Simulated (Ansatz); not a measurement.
# Elastic response of ThTi2O6 (C2/m) (72 atoms)

Aim: relax ThTi2O6 (C2/m) (72 atoms), then change its volume and shape to read moduli from the stress.

Calculated with Ansatz 0.2.0; Kohn-Sham DFT, r2SCAN, PAW (set soft_2), plane waves.

## Step 1: The structure

The cell holds 72 atoms: 8 Th, 16 Ti and 48 O. Cell: a = 9.822 Å, b = 7.648 Å, c = 14.072 Å, α = 90.0°, β = 118.8°, γ = 90.0°. It derives from ThTi2O6 (C2/m), repeated 1×2×2. ThTi2O6, space group C2/m, structure from the Crystallography Open Database, 1 x 2 x 2 conventional cells; every coordinate displaced by a Gaussian of 0.02 Å.

What the set-up can't give: Sampling is at Γ alone. No spin–orbit coupling is included, so levels derived from the heavy atoms are approximate.

## Step 2: Single point at the start

A single point comes first, to see the forces before anything moves.

input.yaml reads:

```yaml
crystal:
  lattice:
    - [9.822, 0.0, 0.0]
    - [0.0, 7.648, 0.0]
    - [-6.78784, 0.0, 12.32665]
  atoms:
    - { symbol: Th, position: [0.99931, 0.00106, 0.99998] }
    - { symbol: Th, position: [0.49982, 0.25036, 0.00113] }
    - { symbol: Ti, position: [0.81807, 0.00042, 0.19456] }
    - { symbol: Ti, position: [0.17416, 0.00078, 0.30264] }
    - { symbol: Ti, position: [0.3213, 0.24901, 0.19379] }
    - { symbol: Ti, position: [0.67748, 0.25011, 0.30226] }
    - { symbol: O, position: [0.79685, 0.24912, 0.20401] }
    - { symbol: O, position: [0.2023, 0.24769, 0.29505] }
    - { symbol: O, position: [0.30454, 0.00217, 0.20637] }
    - { symbol: O, position: [0.7007, 0.00078, 0.29388] }
    - { symbol: O, position: [0.97324, 0.99493, 0.15606] }
    - { symbol: O, position: [0.02387, 0.00099, 0.34052] }
    - { symbol: O, position: [0.47672, 0.24949, 0.15706] }
    - { symbol: O, position: [0.5249, 0.25048, 0.34124] }
    - { symbol: O, position: [0.66227, 0.00066, 0.05921] }
    - { symbol: O, position: [0.34002, 0.99874, 0.44093] }
    - { symbol: O, position: [0.16368, 0.24949, 0.05727] }
    - { symbol: O, position: [0.83582, 0.24605, 0.43975] }
    - { symbol: Th, position: [0.00021, 0.99632, 0.5006] }
    - { symbol: Th, position: [0.50299, 0.2521, 0.49747] }
    - { symbol: Ti, position: [0.81399, 0.00062, 0.69369] }
    - { symbol: Ti, position: [0.17976, 0.00181, 0.80346] }
    - { symbol: Ti, position: [0.3197, 0.25092, 0.69746] }
    - { symbol: Ti, position: [0.67717, 0.25095, 0.80348] }
    - { symbol: O, position: [0.79393, 0.2499, 0.70429] }
    - { symbol: O, position: [0.19943, 0.25019, 0.79105] }
    - { symbol: O, position: [0.29501, 0.99501, 0.7039] }
    - { symbol: O, position: [0.70252, 0.99865, 0.79248] }
    - { symbol: O, position: [0.97343, 0.99968, 0.65845] }
    - { symbol: O, position: [0.02354, 0.99776, 0.84112] }
    - { symbol: O, position: [0.47258, 0.25051, 0.65766] }
    - { symbol: O, position: [0.52356, 0.25195, 0.84252] }
    - { symbol: O, position: [0.65599, 0.99763, 0.5557] }
    - { symbol: O, position: [0.34162, 0.99779, 0.94279] }
    - { symbol: O, position: [0.16403, 0.25041, 0.55941] }
    - { symbol: O, position: [0.8413, 0.25311, 0.94232] }
    - { symbol: Th, position: [0.00017, 0.49921, 0.99999] }
    - { symbol: Th, position: [0.49965, 0.75308, 0.00169] }
    - { symbol: Ti, position: [0.82354, 0.49801, 0.1972] }
    - { symbol: Ti, position: [0.17906, 0.49908, 0.30373] }
    - { symbol: Ti, position: [0.32363, 0.7483, 0.19611] }
    - { symbol: Ti, position: [0.67862, 0.74661, 0.30482] }
    - { symbol: O, position: [0.79455, 0.75167, 0.20692] }
    - { symbol: O, position: [0.19947, 0.74878, 0.2942] }
    - { symbol: O, position: [0.2993, 0.50006, 0.2075] }
    - { symbol: O, position: [0.70201, 0.49761, 0.29315] }
    - { symbol: O, position: [0.97397, 0.50297, 0.15639] }
    - { symbol: O, position: [0.03024, 0.50762, 0.34456] }
    - { symbol: O, position: [0.4777, 0.74629, 0.15873] }
    - { symbol: O, position: [0.52441, 0.7523, 0.34329] }
    - { symbol: O, position: [0.66203, 0.49514, 0.05721] }
    - { symbol: O, position: [0.34385, 0.50311, 0.44303] }
    - { symbol: O, position: [0.15882, 0.75085, 0.05734] }
    - { symbol: O, position: [0.83853, 0.74993, 0.44072] }
    - { symbol: Th, position: [0.99551, 0.49374, 0.4976] }
    - { symbol: Th, position: [0.50066, 0.752, 0.50162] }
    - { symbol: Ti, position: [0.82134, 0.49335, 0.69822] }
    - { symbol: Ti, position: [0.17831, 0.50195, 0.80246] }
    - { symbol: Ti, position: [0.32083, 0.75121, 0.69677] }
    - { symbol: Ti, position: [0.67807, 0.74938, 0.79858] }
    - { symbol: O, position: [0.79629, 0.75367, 0.70397] }
    - { symbol: O, position: [0.20159, 0.7502, 0.79714] }
    - { symbol: O, position: [0.29531, 0.50055, 0.70573] }
    - { symbol: O, position: [0.70366, 0.50487, 0.7957] }
    - { symbol: O, position: [0.97276, 0.50194, 0.65673] }
    - { symbol: O, position: [0.02637, 0.50178, 0.84429] }
    - { symbol: O, position: [0.47617, 0.74781, 0.65692] }
    - { symbol: O, position: [0.52678, 0.75042, 0.84117] }
    - { symbol: O, position: [0.66256, 0.50428, 0.56046] }
    - { symbol: O, position: [0.33738, 0.50058, 0.94235] }
    - { symbol: O, position: [0.16086, 0.7517, 0.55864] }
    - { symbol: O, position: [0.83968, 0.7531, 0.94316] }
kpoints:
  mp_grid: { grid: [1, 1, 1] }
hamiltonian:
  xc: r2scan
scf:
  occupations: { method: fixed }
output:
  forces: true
```

The run is started by

```bash
ansatz run input.yaml --threads 4 --pin off --max-ram 8192MiB --backend cpu --events-out ev --progress --plain --runs-dir out
```

Numbers of over 12 decimals in the logs are rounded to 6 here.

Output:

```text
Engine: ansatz 0.2.0, aarch64-unknown-linux-gnu
Pseudopotentials: kind: paw
Pseudopotential: Th, paw, valence charge 12, recommended cutoff 500 eV (meta_gga), Th.paw.azcp
Pseudopotential: Ti, paw, valence charge 12, recommended cutoff 500 eV (meta_gga), Ti.paw.azcp
Pseudopotential: O, paw, valence charge 6, recommended cutoff 500 eV (meta_gga), O.paw.azcp
[... 6 lines on functional and potentials left out ...]
Crystal: 72 atoms, lattice volume = 925.961 Å³
Basis set: ecut = 500 eV, 23485 PW (Γ), exchange–correlation on 288×240×432 points (64 copies of the dense FFT grid, shifted against one another)
Bands: 360, of which v1, the nominal top of the filled ones, is band 288 counted from 1 (287 counted from 0)
Symmetry: 1 space group operations
Space group: P1 (ITA 1), of the structure as read, at distance tolerance 9.7e-5 Å
k-points: 1
[... 10 lines on functional and potentials left out ...]
Initial density: superposition of atomic densities (neutral atoms: chi_scale 0, normalization atom), corrected by the library's trained network
Initial wavefunctions: pseudopotential atomic-orbital guess
Functional: x = r2scan, c = r2scan; τ floored in thin density (d = 2e-4 eV/Å³)
SCF iter   1: F=—  HF=-173449.457185 eV  |F-HF|=—  |Δ(HF+E_count)|=         —  Δρ=2.10e-2  dr2=4.96e0  dr2_τ=4.44e0  ethr=1.77e-3  ⟨swp⟩=3.0  Hψ=1164  notcnv=0  defer=65
preconditioner: auto → Resta (q_TF=auto, 2.521 Å⁻¹)  ε∞=5.3  [insulator: Δε(μ)=3.981 eV  Ē_g=12.278 eV  n_scr=236 (ndim 8)  ℏωp=25.4 eV  f_vac=0.075  ε∞_Penn≈5.3]
SCF iter   2: F=—  HF=-173450.420990 eV  |F-HF|=—  |Δ(HF+E_count)|=   9.64e-1  Δρ=9.96e-3  dr2=5.42e-1  dr2_τ=2.45e-1  ethr=8.60e-4  ⟨swp⟩=3.0  Hψ=679  notcnv=0  defer=65
SCF iter   3: F=—  HF=-173450.354992 eV  |F-HF|=—  |Δ(HF+E_count)|=   6.60e-2  Δρ=3.77e-3  dr2=1.01e-1  dr2_τ=7.03e-3  ethr=9.41e-5  ⟨swp⟩=2.0  Hψ=444  notcnv=0  defer=67
SCF iter   4: F=—  HF=-173450.346013 eV  |F-HF|=—  |Δ(HF+E_count)|=   8.98e-3  Δρ=1.11e-3  dr2=8.04e-3  dr2_τ=1.34e-3  ethr=1.75e-5  ⟨swp⟩=2.0  Hψ=570  notcnv=0  defer=69
SCF iter   5: F=—  HF=-173450.345679 eV  |F-HF|=—  |Δ(HF+E_count)|=   3.33e-4  Δρ=3.59e-4  dr2=1.20e-3  dr2_τ=1.57e-4  ethr=1.40e-6  ⟨swp⟩=2.0  Hψ=497  notcnv=0  defer=70
SCF iter   6: F=—  HF=-173450.345760 eV  |F-HF|=—  |Δ(HF+E_count)|=   8.07e-5  Δρ=1.55e-4  dr2=2.85e-4  dr2_τ=2.56e-5  ethr=2.08e-7  ⟨swp⟩=2.0  Hψ=498  notcnv=0  defer=70
SCF iter   7: F=—  HF=-173450.345738 eV  |F-HF|=—  |Δ(HF+E_count)|=   2.22e-5  Δρ=6.29e-5  dr2=5.00e-5  dr2_τ=3.40e-6  ethr=4.95e-8  ⟨swp⟩=2.0  Hψ=439  notcnv=0  defer=65
SCF iter   8: F=—  HF=-173450.346285 eV  |F-HF|=—  |Δ(HF+E_count)|=   5.48e-4  Δρ=3.66e-5  dr2=1.33e-5  dr2_τ=1.58e-6  ethr=8.68e-9  ⟨swp⟩=2.0  Hψ=574  notcnv=0  defer=65
SCF iter   9: F=—  HF=-173450.346284 eV  |F-HF|=—  |Δ(HF+E_count)|=   9.06e-7  Δρ=1.16e-5  dr2=1.35e-6  dr2_τ=6.90e-8  ethr=2.31e-9  ⟨swp⟩=2.0  Hψ=488  notcnv=0  defer=65
SCF iter  10: F=—  HF=-173450.346285 eV  |F-HF|=—  |Δ(HF+E_count)|=   3.60e-7  Δρ=4.07e-6  dr2=1.46e-7  dr2_τ=1.61e-8  ethr=2.35e-10  ⟨swp⟩=2.0  Hψ=493  notcnv=0  defer=65
SCF iter  11: F=-173450.346285 eV  HF=-173450.346285 eV  |F-HF|=6.99e-8  |Δ(HF+E_count)|=   2.75e-8  Δρ=3.09e-6  dr2=8.80e-8  dr2_τ=1.05e-8  ethr=1.74e-11  ⟨swp⟩=4.0  Hψ=1110  notcnv=0
SCF 1 converged in 11 iterations: F = -173450.346285 eV  dr2 = 8.80e-8
  greatest PAW one-centre occupation: 1.000 electrons in one spin orbital (limit 2), on the Ti atom at site 5 (counted from 0), in its partial waves of l = 1
SCF converged after 11 iterations
Free energy (F): -173450.346285 eV
Harris-Foulkes:  -173450.346285 eV  (|F-HF|=6.99e-8)
Internal energy: -173450.346285 eV  (E = F + TS)
E sigma→0 (E₀):  -173450.346285 eV
Fermi energy:    8.244888 eV
--- Per-component energies (eV) ---
  E_band       = -3972.988961
  E_kinetic    = 14686.928826
  E_local      = -39842.745372  (includes V_loc(G=0)·N_el)
  E_nonlocal   = 3548.059819
  E_hartree    = 15418.054570
  E_xc         = -8041.268064
  E_vxc        = -8831.908343  (∫ρ·V_xc dr)
  E_paw        = -121145.465468  (= ΣΔE_a)
  E_vpaw       = -4926.912777  (= ΣTr[D̂ρ^β])
  E_aug_tail   = 0.050677  (compensation charges beyond the density's cutoff)
  E_vtau       = 557.417975  (kinetic-family band-sum trace: ∫τ·v_τ [+ j·A + Jᵃ·Aᵃ] dr)
  E_ewald      = -38069.555188
  E_core_change = -4.406084  (= ΣΔE_core)
  E_smearing   = -0.000000  (= −TS)
  E_closure    = -0.000000  (closes the sum)
  Σ components = -173450.346285   (vs F -173450.346285, Δ=0.00e0)
--- Forces (eV/Å), atoms counted from 1 ---
  atom   1  Th     0.05385460    -0.65743645    -0.31846118
  atom   2  Th     0.06953058     0.37824146    -0.15589551
  atom   3  Ti     1.78468448    -0.37362470     1.49918527
  atom   4  Ti    -0.64939162    -0.41340649    -0.35298604
  atom   5  Ti     1.30241473    -0.20106183     1.16485356
  atom   6  Ti    -1.53656877    -0.51962482    -0.92370643
  atom   7  O     -1.70677058     0.29634819     0.58312714
  atom   8  O      1.80057844     0.42954678    -0.52114217
  atom   9  O     -2.02055096    -0.33423670     0.28511340
  atom  10  O      1.83283974    -0.24149995    -0.45089893
  atom  11  O      0.97293205     0.16738746    -0.94718545
  atom  12  O     -1.53246778     0.06840285     1.46607150
  atom  13  O      0.98561255     0.07601016    -1.10367382
  atom  14  O     -1.01495377     0.12095242     1.13472302
[...]
atom  71  O     -0.98477871    -0.41590669    -1.30419397
  atom  72  O      0.76894077    -0.10791666     0.32191603
  max |Σ_I F_I| component: 1.13e-4 eV/Å
```

It took 29 s on 4 threads of Arm Neoverse V2, shared host; peak memory 2.7 GiB; 1.8 min of CPU time.

The r.m.s. force at the start is 0.94 eV/Å.

## Step 3: Cell and atoms relaxed

Cell and atoms are freed together, to release stress as well as forces.

input.yaml reads:

```yaml
crystal:
  lattice:
    - [9.822, 0.0, 0.0]
    - [0.0, 7.648, 0.0]
    - [-6.78784, 0.0, 12.32665]
  atoms:
    [... the 72 atom lines of step 2 ...]
kpoints:
  mp_grid: { grid: [1, 1, 1] }
hamiltonian:
  xc: r2scan
scf:
  occupations: { method: fixed }
output:
  forces: true
relax:
  f_tol: 0.05
  max_steps: 150
  cell: {}
```

Output:

```text
[...]
Crystal: 72 atoms, lattice volume = 925.961 Å³
Basis set: ecut = 500 eV, 23485 PW (Γ), exchange–correlation on 288×240×432 points (64 copies of the dense FFT grid, shifted against one another)
Bands: 360, of which v1, the nominal top of the filled ones, is band 288 counted from 1 (287 counted from 0)
Symmetry: 1 space group operations
[...]
k-points: 1
[...]
SCF iter   1: F=—  HF=-173449.457185 eV  |F-HF|=—  |Δ(HF+E_count)|=         —  Δρ=2.10e-2  dr2=4.96e0  dr2_τ=4.44e0  ethr=1.77e-3  ⟨swp⟩=3.0  Hψ=1164  notcnv=0  defer=65
[...]
SCF iter  11: F=-173450.346285 eV  HF=-173450.346285 eV  |F-HF|=6.97e-8  |Δ(HF+E_count)|=   2.73e-8  Δρ=3.09e-6  dr2=8.80e-8  dr2_τ=1.05e-8  ethr=1.74e-11  ⟨swp⟩=4.0  Hψ=1110  notcnv=0
SCF 1 converged in 11 iterations: F = -173450.346285 eV  dr2 = 8.80e-8
[...]
relax step   1: F+E_penalty+E_count = -173450.34628471 eV  Δ(F+E_penalty+E_count) = +0.000e0 eV  max|allowed force component| = 2.410e0 eV/Å  Δτ_max = 0.0000 Å  P = +1.385 GPa  Ω = 925.961 Å³  (11 SCF iters, dr2 threshold 1.00e-7 eV, accepted)
[...]
relax step   2: F+E_penalty+E_count = -173452.94085548 eV  Δ(F+E_penalty+E_count) = -2.595e0 eV  max|allowed force component| = 1.753e0 eV/Å  Δτ_max = 0.1695 Å  P = +4.599 GPa  Ω = 908.088 Å³  energy of the carried Pulay correction = +1.114e-2 eV  (9 SCF iters, dr2 threshold 7.20e-6 eV, accepted)
[...]
relax step   3: F+E_penalty+E_count = -173454.00445847 eV  Δ(F+E_penalty+E_count) = -1.064e0 eV  max|allowed force component| = 9.873e-1 eV/Å  Δτ_max = 0.2000 Å  P = -0.185 GPa  Ω = 916.014 Å³  energy of the carried Pulay correction = +6.171e-3 eV  (10 SCF iters, dr2 threshold 7.20e-6 eV, accepted)
[...]
relax step   4: F+E_penalty+E_count = -173454.71727081 eV  Δ(F+E_penalty+E_count) = -7.128e-1 eV  max|allowed force component| = 8.240e-2 eV/Å  Δτ_max = 0.1243 Å  P = +0.078 GPa  Ω = 924.746 Å³  energy of the carried Pulay correction = +7.502e-4 eV  (8 SCF iters, dr2 threshold 7.20e-6 eV, accepted)
[...]
relax step   5: F+E_penalty+E_count = -173454.72392032 eV  Δ(F+E_penalty+E_count) = -6.650e-3 eV  max|allowed force component| = 1.746e-2 eV/Å  Δτ_max = 0.0168 Å  P = +0.083 GPa  Ω = 926.049 Å³  energy of the carried Pulay correction = -5.419e-5 eV  (7 SCF iters, dr2 threshold 4.24e-7 eV, accepted)
[...]
relax step   6: F+E_penalty+E_count = -173454.72397196 eV  Δ(F+E_penalty+E_count) = -5.164e-5 eV  max|allowed force component| = 3.228e-3 eV/Å  Δτ_max = 0.0024 Å  P = +0.000 GPa  Ω = 926.463 Å³  energy of the carried Pulay correction = -3.092e-4 eV  (7 SCF iters, dr2 threshold 3.42e-8 eV, accepted)
[...]
relax step   7: F+E_penalty+E_count = -173454.72434158 eV  Δ(F+E_penalty+E_count) = -3.696e-4 eV  max|allowed force component| = 3.244e-3 eV/Å  Δτ_max = 0.0000 Å  P = -0.002 GPa  Ω = 926.463 Å³  stress off target by 9.06e-3 GPa  SCF on the basis re-selected at this cell (its energy is not comparable with the rows above)  (5 SCF iters)
basis re-selected at this cell: Δ(F+E_penalty+E_count) = -3.696e-4 eV, ΔP = -0.003 GPa vs the last step (what re-selecting the basis moved, of the pressure what is left beyond the Pulay correction that the steps carried, after the strain that the cell walked since its last selection, [...]
SCF converged after 5 iterations
Free energy (F): -173454.724342 eV
[...]
Internal energy: -173454.724342 eV  (E = F + TS)
E sigma→0 (E₀):  -173454.724342 eV
Fermi energy:    7.994832 eV
[...]
--- Forces (eV/Å), atoms counted from 1 ---
  atom   1  Th     0.00025173     0.00061389     0.00148032
  atom   2  Th     0.00001154    -0.00026963     0.00027955
  atom   3  Ti    -0.00063705     0.00091306     0.00236603
  atom   4  Ti     0.00276496    -0.00070819     0.00219869
  atom   5  Ti    -0.00142660     0.00025582     0.00247078
  atom   6  Ti     0.00199613     0.00027242     0.00116118
  atom   7  O      0.00050336     0.00070909    -0.00073646
  atom   8  O      0.00110248    -0.00105262     0.00063159
  atom   9  O      0.00060866     0.00036644    -0.00168977
  atom  10  O      0.00079686    -0.00058123     0.00075208
  atom  11  O      0.00046378    -0.00020112    -0.00238897
  atom  12  O     -0.00166834     0.00016235    -0.00024678
  atom  13  O      0.00115666    -0.00031521    -0.00233232
  atom  14  O     -0.00108846     0.00026174    -0.00028893
[...]
atom  71  O      0.00192169    -0.00029161     0.00248401
  atom  72  O     -0.00122980    -0.00009564    -0.00046423
  max |Σ_I F_I| component: 9.80e-5 eV/Å
--- Stress (GPa, compression-positive) ---
       -0.004267       0.006667       0.001846
        0.006667       0.000490       0.001439
        0.001846       0.001439      -0.003702
  P = ⅓ Tr σ = -0.0025 GPa (-0.025 kbar)
--- Relaxed structure (6 steps of the walk, 6 accepted, 1 SCFs on fresh bases) ---
  F+E_penalty+E_count = -173454.72434158 eV   max|allowed force component| = 3.244e-3 eV/Å   (the final SCF, on the basis selected at the relaxed cell)
  cell:  # Å, volume = 926.4627 Å³
    - [9.936876, -0.000666629, -0.045693]
    - [-0.000519077, 7.576477, 8.56009832555951e-5]
    - [-6.924573, 0.000598664, 12.337668]
  atoms:
    - { symbol: Th, position: [0.999672, 3.9284330804051454e-5, 0.999727] }
    - { symbol: Th, position: [0.499814, 0.249995, -0.000204861] }
    - { symbol: Ti, position: [0.824926, -3.639792464526085e-5, 0.196147] }
    - { symbol: Ti, position: [0.174463, 5.6437511758139116e-5, 0.303324] }
[...]
- { symbol: O, position: [0.842499, 0.750015, 0.945535] }
```

It took 2.8 min on 4 threads; peak memory 2.8 GiB; 11 min of CPU time.

The relaxation converged after 6 steps, with a largest force component of 0.0032 eV/Å.

(Continued in part 2 of 3.)

[Logs are printed without paths, hosts, clocks, repeated set-up lines and the standing remarks that a program may print on its own settings, such as how far it seeks lower states.]

[Hosts, paths, dates, database ids (printed as entryN), source tags and the programs' standing remarks are cut or masked in the printed files.]
